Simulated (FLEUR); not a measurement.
# Fe: parallel and opposed starts, part 2 of 2

Does Fe prefer parallel or opposed moments?

FLEUR MaX-R8.1; LDA (VWN); all-electron FLAPW, Dirac cores, scalar-relativistic bands.

So far, largest spin moment in the muffin-tin sphere (μB): step 2 (order 1, typed as ferro +) 2.23; step 3 (run 2 (antiferro q=(1/2,1/2,1/2) +-)) 1.46.

The database entry behind the starting cell differs from later determinations by our own check (about 0.2 % short), so it need not match the best structure at ambient conditions.

### 4. Start 3: antiferro q=(0,0,1/2) +-

Another pattern of signs weighs the neighbour shells otherwise.

This order needs a doubled cell of 2 atoms. The mesh is halved along the doubled vector, so that both cells sample the same points. The k list default-1 (kpts.xml, not shown) is a Γ-centred 14×14×7 mesh.

File inp.xml:

```
<?xml version="1.0" encoding="UTF-8" standalone="no"?>
<fleurInput fleurInputVersion="0.39">
   <comment>
      Fe
   </comment>
   <calculationSetup>
      <cutoffs Kmax="3.6" Gmax="10.8" GmaxXC="10.8" numbands="0"/>
      <scfLoop itmax="90" minDistance="0.00002" maxIterBroyd="15" imix="Anderson" alpha="0.05" precondParam="0.0" spinf="2.0" sdNocoIR="T"/>
      <coreElectrons ctail="T" frcor="F" kcrel="0" coretail_lmax="0"/>
      <xcFunctional name="vwn" relativisticCorrections="F"/>
      <magnetism jspins="2"/>
      <soc l_soc="F" theta="0.0" phi="0.0" spav="F"/>
      <expertModes spex="0" secvar="F"/>
      <geometryOptimization l_f="F" forcealpha="1.0" forcemix="BFGS" epsdisp="0.00001" epsforce="0.00001"/>
      <ldaU l_linMix="F" mixParam="0.05" spinf="1.0"/>
   </calculationSetup>
   <cell>
      <bzIntegration valenceElectrons="32.0" mode="hist" fermiSmearingEnergy="0.00183747">
         <kPointListSelection listName="default-1"/>
         <xi:include xmlns:xi="http://www.w3.org/2001/XInclude" href="kpts.xml"> </xi:include>
      </bzIntegration>
      <xi:include xmlns:xi="http://www.w3.org/2001/XInclude" href="sym.xml"> </xi:include>
      <bulkLattice scale="1.0">
         <bravaisMatrix>
            <row-1>   -2.7027618924479038     2.7027618924479038     2.7027618924479038</row-1>
            <row-2>    2.7027618924479038    -2.7027618924479038     2.7027618924479038</row-2>
            <row-3>    5.4055237848958075     5.4055237848958075    -5.4055237848958075</row-3>
         </bravaisMatrix>
      </bulkLattice>
   </cell>
   <atomSpecies>
      <species name="Iron (Fe) 2.800" element="Fe" atomicNumber="26">
         <mtSphere radius="2.28" gridPoints="753" logIncrement="0.016"/>
         <atomicCutoffs lmax="8" lnonsphr="6"/>
         <electronConfig flipSpins="F">
            <coreConfig>(1s1/2) (2s1/2) (2p1/2) (2p3/2)</coreConfig>
            <valenceConfig>(3s1/2) (3p1/2) (3p3/2) (4s1/2) (3d3/2) (3d5/2)</valenceConfig>
            <stateOccupation state="(3d3/2)" spinUp="1.4" spinDown="1.0"/>
            <stateOccupation state="(3d5/2)" spinUp="3.0" spinDown="0.6"/>
         </electronConfig>
         <energyParameters s="4" p="4" d="3" f="4"/>
         <lo type="SCLO" l="0" n="3" eDeriv="0"/>
         <lo type="SCLO" l="1" n="3" eDeriv="0"/>
      </species>
      <species name="Iron (Fe) -2.800" element="Fe" atomicNumber="26">
         <mtSphere radius="2.28" gridPoints="753" logIncrement="0.016"/>
         <atomicCutoffs lmax="8" lnonsphr="6"/>
         <electronConfig flipSpins="F">
            <coreConfig>(1s1/2) (2s1/2) (2p1/2) (2p3/2)</coreConfig>
            <valenceConfig>(3s1/2) (3p1/2) (3p3/2) (4s1/2) (3d3/2) (3d5/2)</valenceConfig>
            <stateOccupation state="(3d3/2)" spinUp="1.0" spinDown="1.4"/>
            <stateOccupation state="(3d5/2)" spinUp="0.6" spinDown="3.0"/>
         </electronConfig>
         <energyParameters s="4" p="4" d="3" f="4"/>
         <lo type="SCLO" l="0" n="3" eDeriv="0"/>
         <lo type="SCLO" l="1" n="3" eDeriv="0"/>
      </species>
   </atomSpecies>
   <atomGroups>
      <atomGroup species="Iron (Fe) 2.800">
         <relPos label="                   1">.0000000000 .0000000000 .0000000000</relPos>
         <force calculate="T" relaxXYZ="TTT"/>
      </atomGroup>
      <atomGroup species="Iron (Fe) -2.800">
         <relPos label="                   2">.0000000000 .0000000000 1.000/2.000</relPos>
         <force calculate="T" relaxXYZ="TTT"/>
      </atomGroup>
   </atomGroups>
   <output dos="F" band="F" slice="F">
      <bandDOS minEnergy="-.5*Htr" maxEnergy="0.5*Htr" sigma="0.015" storeEVData="T"/>
      <plotting iplot="0" polar="F">
         <plot TwoD="T" vec1="  1.0  0.0  0.0" vec2="  0.0  1.0  0.0" vec3="  0.0  0.0  1.0" zero="  0.0  0.0  0.0" file="plot"/>
      </plotting>
      <moessbauerParams electricFieldGradient="F" isomerShift="F" coreHyperfine="F" valenceHyperfine="F"/>
   </output>
</fleurInput>
```

File crystal.txt:

```
Fe
&input film=F cartesian=F /
-1.43024000000  1.43024000000  1.43024000000
1.43024000000  -1.43024000000  1.43024000000
2.86048000000  2.86048000000  -2.86048000000
1.8897261246
1.0 1.0 1.0

2
26 0.00000000000  0.00000000000  0.00000000000 : 2.800
26 0.00000000000  0.00000000000  0.50000000000 : -2.800

&kpt div1=14 div2=14 div3=7 gamma=T /
```

The run is started by

```bash
OMP_NUM_THREADS=1 inpgen -f crystal.txt > inpgen.log  # inp.xml is then edited as shown
OMP_NUM_THREADS=1 mpirun -n 4 fleur_MPI > fleur.log
```

What it wrote:

```text
[banner, memory and clock lines left out]
Welcome to FLEUR        (www.flapw.de)
      MaX-Release 8.1          (www.max-centre.eu)

 ========== k-point set info ==========
 Selected k-point list: default-1
 k-point list type: mesh
 14 x 14 x 7
 Number of k points: 372

 [... set-up left out ...]
 Iteration:     1   Distance:      16.65444899 me/bohr^3
 Iteration:     2   Distance:      15.66886565 me/bohr^3
 Iteration:     3   Distance:      10.12587468 me/bohr^3
 Iteration:     4   Distance:       8.61757264 me/bohr^3
 Iteration:     5   Distance:       6.07078923 me/bohr^3
[...]
<sumOfEigenvalues value="    -1468.6364574355">
               <coreElectrons value="-1442.2332035478"/>
               <valenceElectrons value="-26.4032538877"/>
            </sumOfEigenvalues>
         [... left out ...]
            <freeEnergy value="-2541.1616837236"/>
            <extrapolationTo0K value="-2541.1611307667"/>
         </totalEnergy>
         <densityConvergence units="me/bohr^3">
            <chargeDensity spin="1" distance="0.0000075983"/>
            <chargeDensity spin="2" distance="0.0000075834"/>
            <overallChargeDensity distance="0.0000062037"/>
            <spinDensity distance="0.0000138563"/>
         </densityConvergence>
      </iteration>
```

Run time: 41 s. Hardware: 4 MPI ranks of Intel Xeon 6975P-C (Granite Rapids), shared host; peak memory 0.28 GiB.

Spin moment in the muffin-tin sphere by atom:

| atom | spin moment in the muffin-tin sphere (μB) |
| --- | --- |
| Fe1 | 1.95 |
| Fe2 | -1.95 |

Numbers from this step:

```yaml
free_energy: -69148.5321 eV
program_s_band_gap_on_this_mesh_in_a_metal_only_a_level_spacing: 0 eV
magnetization: 0 μB
final_state: antiferromagnetic
```

It lies 205 meV a seeded atom over the first start, and its largest moment is 1.95 μB against 2.23 μB.

### 5. Order 4, typed as no spin polarisation

A spinless run gives the zero against which the gain from the moments is read.

The k list default-1 (kpts.xml, not shown) is a Γ-centred 14×14×14 mesh.

File inp.xml:

```
<?xml version="1.0" encoding="UTF-8" standalone="no"?>
<fleurInput fleurInputVersion="0.39">
   <comment>
      Fe
   </comment>
   <calculationSetup>
      <cutoffs Kmax="3.6" Gmax="10.8" GmaxXC="10.8" numbands="0"/>
      <scfLoop itmax="90" minDistance="0.00002" maxIterBroyd="15" imix="Anderson" alpha="0.05" precondParam="0.0" spinf="2.0" sdNocoIR="T"/>
      <coreElectrons ctail="T" frcor="F" kcrel="0" coretail_lmax="0"/>
      <xcFunctional name="vwn" relativisticCorrections="F"/>
      <magnetism jspins="1"/>
      <soc l_soc="F" theta="0.0" phi="0.0" spav="F"/>
      <expertModes spex="0" secvar="F"/>
      <geometryOptimization l_f="F" forcealpha="1.0" forcemix="BFGS" epsdisp="0.00001" epsforce="0.00001"/>
      <ldaU l_linMix="F" mixParam="0.05" spinf="1.0"/>
   </calculationSetup>
   <cell>
      <bzIntegration valenceElectrons="16.0" mode="hist" fermiSmearingEnergy="0.00183747">
         <kPointListSelection listName="default-1"/>
         <xi:include xmlns:xi="http://www.w3.org/2001/XInclude" href="kpts.xml"> </xi:include>
      </bzIntegration>
      <xi:include xmlns:xi="http://www.w3.org/2001/XInclude" href="sym.xml"> </xi:include>
      <bulkLattice scale="1.0">
         <bravaisMatrix>
            <row-1>   -2.7027618924479038     2.7027618924479038     2.7027618924479038</row-1>
            <row-2>    2.7027618924479038    -2.7027618924479038     2.7027618924479038</row-2>
            <row-3>    2.7027618924479038     2.7027618924479038    -2.7027618924479038</row-3>
         </bravaisMatrix>
      </bulkLattice>
   </cell>
   <atomSpecies>
      <species name="Iron (Fe)" element="Fe" atomicNumber="26">
         <mtSphere radius="2.28" gridPoints="753" logIncrement="0.016"/>
         <atomicCutoffs lmax="8" lnonsphr="6"/>
         <electronConfig flipSpins="F">
            <coreConfig>(1s1/2) (2s1/2) (2p1/2) (2p3/2)</coreConfig>
            <valenceConfig>(3s1/2) (3p1/2) (3p3/2) (4s1/2) (3d3/2) (3d5/2)</valenceConfig>
            <stateOccupation state="(3d3/2)" spinUp="1.200000" spinDown="1.200000"/>
            <stateOccupation state="(3d5/2)" spinUp="1.800000" spinDown="1.800000"/>
         </electronConfig>
         <energyParameters s="4" p="4" d="3" f="4"/>
         <lo type="SCLO" l="0" n="3" eDeriv="0"/>
         <lo type="SCLO" l="1" n="3" eDeriv="0"/>
      </species>
   </atomSpecies>
   <atomGroups>
      <atomGroup species="Iron (Fe)">
         <relPos label="                   1">.0000000000 .0000000000 .0000000000</relPos>
         <force calculate="T" relaxXYZ="TTT"/>
      </atomGroup>
   </atomGroups>
   <output dos="F" band="F" slice="F">
      <bandDOS minEnergy="-.5*Htr" maxEnergy="0.5*Htr" sigma="0.015" storeEVData="T"/>
      <plotting iplot="0" polar="F">
         <plot TwoD="T" vec1="  1.0  0.0  0.0" vec2="  0.0  1.0  0.0" vec3="  0.0  0.0  1.0" zero="  0.0  0.0  0.0" file="plot"/>
      </plotting>
      <moessbauerParams electricFieldGradient="F" isomerShift="F" coreHyperfine="F" valenceHyperfine="F"/>
   </output>
</fleurInput>
```

File crystal.txt:

```
Fe
&input film=F cartesian=F /
-1.43024000000  1.43024000000  1.43024000000
1.43024000000  -1.43024000000  1.43024000000
1.43024000000  1.43024000000  -1.43024000000
1.8897261246
1.0 1.0 1.0

1
26 0.00000000000  0.00000000000  0.00000000000

&kpt div1=14 div2=14 div3=14 gamma=T /
```

What it wrote:

```text
[banner, memory and clock lines left out]
Welcome to FLEUR        (www.flapw.de)
      MaX-Release 8.1          (www.max-centre.eu)

 ========== k-point set info ==========
 Selected k-point list: default-1
 k-point list type: mesh
 14 x 14 x 14
 Number of k points: 104

 [... set-up left out ...]
 Iteration:     1   Distance:      15.40962290 me/bohr^3
 Iteration:     2   Distance:      12.99683367 me/bohr^3
 Iteration:     3   Distance:       5.49103577 me/bohr^3
 Iteration:     4   Distance:       1.14453979 me/bohr^3
 Iteration:     5   Distance:       0.36548478 me/bohr^3
[...]
<FermiEnergy value="0.3357352027" units="Htr"/>
         [... left out ...]
         <totalEnergy value="    -1270.5710131855" units="Htr">
            <sumOfEigenvalues value="     -734.4216574237">
               <coreElectrons value="-721.1981349543"/>
               <valenceElectrons value="-13.2235224694"/>
            </sumOfEigenvalues>
         [... left out ...]
            <freeEnergy value="-1270.5721922275"/>
            <extrapolationTo0K value="-1270.5716027065"/>
         </totalEnergy>
         <densityConvergence units="me/bohr^3">
            <chargeDensity spin="1" distance="0.0000027466"/>
         </densityConvergence>
      </iteration>
```

Elapsed: 1.9 s, on 4 MPI ranks; peak memory 0.1 GiB; 6.8 s of CPU time.

Read from the output:

```
free energy                                                       : -34574.0307 eV
program's band gap on this mesh (in a metal only a level spacing) : 5.89e-4 eV
final state                                                       : non-magnetic (no spin polarisation)
```

It lies 440 meV a seeded atom over the first start.

### 6. Ranking

Free energies are divided by the number of seeded atoms, so that cells of unlike size compare. Wavevectors q in the names are fractions of the primitive cell's reciprocal vectors.

Orders:

| start | final state | typed order kept | energy over the lowest (meV a seeded atom) | largest sphere moment (μB) | net moment (μB a primitive cell) | mesh matched | CPU time (s) |
| --- | --- | --- | --- | --- | --- | --- | --- |
| ferro + | ferromagnetic | yes | 0 | 2.234 | 2.208 | yes | 14.85 |
| antiferro q=(1/2,1/2,1/2) +- | antiferromagnetic | yes | 397.9 | 1.458 | 0 | yes | 79.85 |
| antiferro q=(0,0,1/2) +- | antiferromagnetic | yes | 204.9 | 1.946 | 0 | yes | 163.5 |
| no spin polarisation | non-magnetic | - | 440.3 | 0 | 0 | yes | 6.79 |

### 7. Spin–orbit coupling, moments along [001]

Spin–orbit coupling ties the spins to the lattice and lets orbital moments form.

A new self-consistent run of the start ferro +, with the moments along z.

File inp.xml:

```
<?xml version="1.0" encoding="UTF-8" standalone="no"?>
<fleurInput fleurInputVersion="0.39">
   <comment>
      Fe
   </comment>
   <calculationSetup>
      <cutoffs Kmax="3.6" Gmax="10.8" GmaxXC="10.8" numbands="36"/>
      <scfLoop itmax="90" minDistance="0.00002" maxIterBroyd="15" imix="Anderson" alpha="0.05" precondParam="0.0" spinf="2.0" sdNocoIR="T"/>
      <coreElectrons ctail="T" frcor="F" kcrel="0" coretail_lmax="0"/>
      <xcFunctional name="vwn" relativisticCorrections="F"/>
      <magnetism jspins="2"/>
      <soc l_soc="T" theta="0.0" phi="0.0" spav="F"/>
      <expertModes spex="0" secvar="F"/>
      <geometryOptimization l_f="F" forcealpha="1.0" forcemix="BFGS" epsdisp="0.00001" epsforce="0.00001"/>
      <ldaU l_linMix="F" mixParam="0.05" spinf="1.0"/>
   </calculationSetup>
   <cell>
      <bzIntegration valenceElectrons="16.0" mode="hist" fermiSmearingEnergy="0.00183747">
         <kPointListSelection listName="default-1"/>
         <xi:include xmlns:xi="http://www.w3.org/2001/XInclude" href="kpts.xml"> </xi:include>
      </bzIntegration>
      <xi:include xmlns:xi="http://www.w3.org/2001/XInclude" href="sym.xml"> </xi:include>
      <bulkLattice scale="1.0">
         <bravaisMatrix>
            <row-1>   -2.7027618924479038     2.7027618924479038     2.7027618924479038</row-1>
            <row-2>    2.7027618924479038    -2.7027618924479038     2.7027618924479038</row-2>
            <row-3>    2.7027618924479038     2.7027618924479038    -2.7027618924479038</row-3>
         </bravaisMatrix>
      </bulkLattice>
   </cell>
   <atomSpecies>
      <species name="Iron (Fe) 2.800" element="Fe" atomicNumber="26">
         <mtSphere radius="2.28" gridPoints="753" logIncrement="0.016"/>
         <atomicCutoffs lmax="8" lnonsphr="6"/>
         <electronConfig flipSpins="F">
            <coreConfig>(1s1/2) (2s1/2) (2p1/2) (2p3/2)</coreConfig>
            <valenceConfig>(3s1/2) (3p1/2) (3p3/2) (4s1/2) (3d3/2) (3d5/2)</valenceConfig>
            <stateOccupation state="(3d3/2)" spinUp="1.4" spinDown="1.0"/>
            <stateOccupation state="(3d5/2)" spinUp="3.0" spinDown="0.6"/>
         </electronConfig>
         <energyParameters s="4" p="4" d="3" f="4"/>
         <lo type="SCLO" l="0" n="3" eDeriv="0"/>
         <lo type="SCLO" l="1" n="3" eDeriv="0"/>
      </species>
   </atomSpecies>
   <atomGroups>
      <atomGroup species="Iron (Fe) 2.800">
         <relPos label="                   1">.0000000000 .0000000000 .0000000000</relPos>
         <force calculate="T" relaxXYZ="TTT"/>
      </atomGroup>
   </atomGroups>
   <output dos="F" band="F" slice="F">
      <bandDOS minEnergy="-.5*Htr" maxEnergy="0.5*Htr" sigma="0.015" storeEVData="T"/>
      <plotting iplot="0" polar="F">
         <plot TwoD="T" vec1="  1.0  0.0  0.0" vec2="  0.0  1.0  0.0" vec3="  0.0  0.0  1.0" zero="  0.0  0.0  0.0" file="plot"/>
      </plotting>
      <moessbauerParams electricFieldGradient="F" isomerShift="F" coreHyperfine="F" valenceHyperfine="F"/>
   </output>
</fleurInput>
```

File crystal.txt:

```
Fe
&input film=F cartesian=F /
-1.43024000000  1.43024000000  1.43024000000
1.43024000000  -1.43024000000  1.43024000000
1.43024000000  1.43024000000  -1.43024000000
1.8897261246
1.0 1.0 1.0

1
26 0.00000000000  0.00000000000  0.00000000000 : 2.800

&soc 0.0000000 0.0000000 /
&kpt div1=14 div2=14 div3=14 gamma=T /
```

What it wrote:

```text
[banner, memory and clock lines left out]
Welcome to FLEUR        (www.flapw.de)
      MaX-Release 8.1          (www.max-centre.eu)

 ========== k-point set info ==========
 Selected k-point list: default-1
 k-point list type: mesh
 14 x 14 x 14
 Number of k points: 376

 [... set-up left out ...]
 Iteration:     1   Distance:      13.87412997 me/bohr^3
 Iteration:     2   Distance:      12.78502646 me/bohr^3
 Iteration:     3   Distance:       7.39797392 me/bohr^3
 Iteration:     4   Distance:       1.57836391 me/bohr^3
 Iteration:     5   Distance:       2.40655183 me/bohr^3
 Iteration:     6   Distance:       2.83349438 me/bohr^3
 Iteration:     7   Distance:       1.12894803 me/bohr^3
 Iteration:     8   Distance:       0.33912060 me/bohr^3
 Iteration:     9   Distance:       0.13245947 me/bohr^3
 Iteration:    10   Distance:       0.06750200 me/bohr^3
 Iteration:    11   Distance:       0.00947176 me/bohr^3
 Iteration:    12   Distance:       0.01147077 me/bohr^3
 Iteration:    13   Distance:       0.00103635 me/bohr^3
 Iteration:    14   Distance:       0.00006915 me/bohr^3
 Iteration:    15   Distance:       0.00017188 me/bohr^3
 Iteration:    16   Distance:       0.00016838 me/bohr^3
 Iteration:    17   Distance:       0.00012770 me/bohr^3
 Iteration:    18   Distance:       0.00002320 me/bohr^3
 Iteration:    19   Distance:       0.00000350 me/bohr^3

 ********************************************************************
 Run finished successfully
 Stop message:
   all done
 ********************************************************************

--- out.xml (last complete iteration) ---
<iteration numberForCurrentRun="   19" overallNumber="   19">
         [... left out ...]
         <bandgap value="0.0000000000" units="eV"/>
         <sumValenceSingleParticleEnergies value="-13.1634833283" units="Htr"/>
         <FermiEnergy value="0.3338775825" units="Htr"/>
         [... left out ...]
         <magneticMomentsInMTSpheres units="muBohr">
            <globalMagMoment atomType="1" vec="0.00000   0.00000   2.23279"/>
         </magneticMomentsInMTSpheres>
         <orbitalMomentsInMTSpheres units="muBohr">
            <globalMagMoment atomType="1" vec="0.00000   0.00000   0.04950"/>
         </orbitalMomentsInMTSpheres>
         [... left out ...]
         <totalEnergy value="    -1270.5887499654" units="Htr">
            <sumOfEigenvalues value="     -734.2174258901">
               <coreElectrons value="-721.0539425619"/>
               <valenceElectrons value="-13.1634833283"/>
            </sumOfEigenvalues>
         [... left out ...]
            <freeEnergy value="-1270.5890045681"/>
            <extrapolationTo0K value="-1270.5888772668"/>
         </totalEnergy>
         <densityConvergence units="me/bohr^3">
            <chargeDensity spin="1" distance="0.0000016697"/>
            <chargeDensity spin="2" distance="0.0000023168"/>
            <overallChargeDensity distance="0.0000035047"/>
            <spinDensity distance="0.0000020071"/>
         </densityConvergence>
      </iteration>
```

Elapsed: 22 s, on 4 MPI ranks; peak memory 0.27 GiB; 88 s of CPU time.

Numbers from this step:

| Quantity | Value |
| --- | --- |
| free energy | -34574.4882 eV |
| program's band gap on this mesh (in a metal only a level spacing) | 0 eV |
| magnetization | 2.207 μB |
| final state | ferromagnetic |
| largest moment | 2.233 μB |
| orbital moment along the spin | 0.0495 μB |

Orbital moment in the sphere, along the spin axis by atom:

| atom | orbital moment in the sphere, along the spin axis (μB) |
| --- | --- |
| Fe1 | 0.0495 |

### 8. Summary of results

| Item | Value |
| --- | --- |
| lowest state found | ferromagnetic (typed ferro +) |
| largest site spin moment | 2.23 μB |
| next finished state | antiferromagnetic, 205 meV a seeded atom higher |
| energy gained by spin polarisation | 440 meV a seeded atom |
| orbital moment on the atom of largest spin, along its spin (spin–orbit run) | 0.0495 μB |

The lowest state found is ferromagnetic, reached from the start ferro +, with moments up to 2.23 μB. The next finished state costs 205 meV a seeded atom. On the atom of largest spin the orbital moment is almost quenched. Only 4 starts were tried; other patterns of signs, canted and longer-period orders were not.

[Logs and program files are shortened in this print: banners, set-up blocks, solver, clock and traceback lines can be left out without a mark of their own.]

[Logs are printed without paths, hosts, clocks, repeated set-up lines and the standing remarks that a program may print on its own settings, such as how far it seeks lower states.]

[Hosts, paths, dates, database ids (printed as entryN), source tags and the programs' standing remarks are cut or masked in the printed files.]

[Where a cell is said to come from a database of computed structures, the database is the Materials Project.]
